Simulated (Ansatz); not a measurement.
System: BaTlI3 (cubic perovskite) (Pm-3m).

The structure was built from a prototype and need not be the compound's stable phase.

```
Tl Ba I
1.0
     6.57174    0.00000    0.00000
     0.00000    6.57174    0.00000
     0.00000    0.00000    6.57174
Tl Ba I
1 1 3
Direct
  0.00000 0.00000 0.00000
  0.50000 0.50000 0.50000
  0.50000 0.50000 0.00000
  0.50000 0.00000 0.50000
  0.00000 0.50000 0.50000
```

The structure was relaxed with PBEsol. The structure type comes from a generator and need not be one that this composition takes. The runs that relaxed it are not among those shown. Spin-orbit coupling is left out unless a run names it. PAW set soft_2, made with PBE.

Gaps computed with Ansatz 0.2.0 without a self-energy: PBEsol 2.42 eV, PBEsol+SOC 1.68 eV and PBE0 4.06 eV. The mean ε∞ by PBEsol perturbation theory is 3.63.

Question: Estimate the G0W0@PBEsol gap with 2×2×2 mesh, 847 empty bands, screening to 120 eV, default PAW files.

About 4.10 eV: on its mesh the run moves the gap from 2.41 eV by +1.69 eV. Among the scalar-relativistic levels given, PBE0 is nearest (−0.04 eV). One-shot corrections scale roughly with one over ε∞, here 0.28. Spin-orbit coupling is not in that value; its −0.74 eV at the PBEsol level would bring it to about 3.37 eV. Bands and cutoff are finite, so the gap is not at the basis limit. The miss can reach some tenths of an eV and take either sign; the mesh is an error of its own. The 2×2×2 mesh is coarse for this cell (its supercell is 13 Å along the shortest edge). The RPA ε∞ on it, from the PBEsol start, is 3.71; such meshes misread the long-range screening, most where the gap is narrow. Where an edge is built on 6p states of lead, bismuth or thallium, scalar-relativistic gaps usually stand too wide, by a few tenths to over one eV. This is the ideal cubic cell; many perovskites, halides above all, are cubic only on average, and local tilts or off-centring can widen the gap. The many-body steps are scalar-relativistic: spin-orbit coupling is not in them.

[Paths, hosts, dates, memory and timing lines, banners, echoed tables and standing remarks are left out of the program output.]

[Logs are printed without paths, hosts, clocks, repeated set-up lines and the standing remarks that a program may print on its own settings, such as how far it seeks lower states.]

[Runs of the session that timed out or met a known fault of the program may be left out.]

[Cells called generated may have been cut or substituted from an entry of the Crystallography Open Database or the Materials Project.]

[Hosts, paths, dates, database ids (printed as entryN), source tags and the programs' standing remarks are cut or masked in the printed files.]
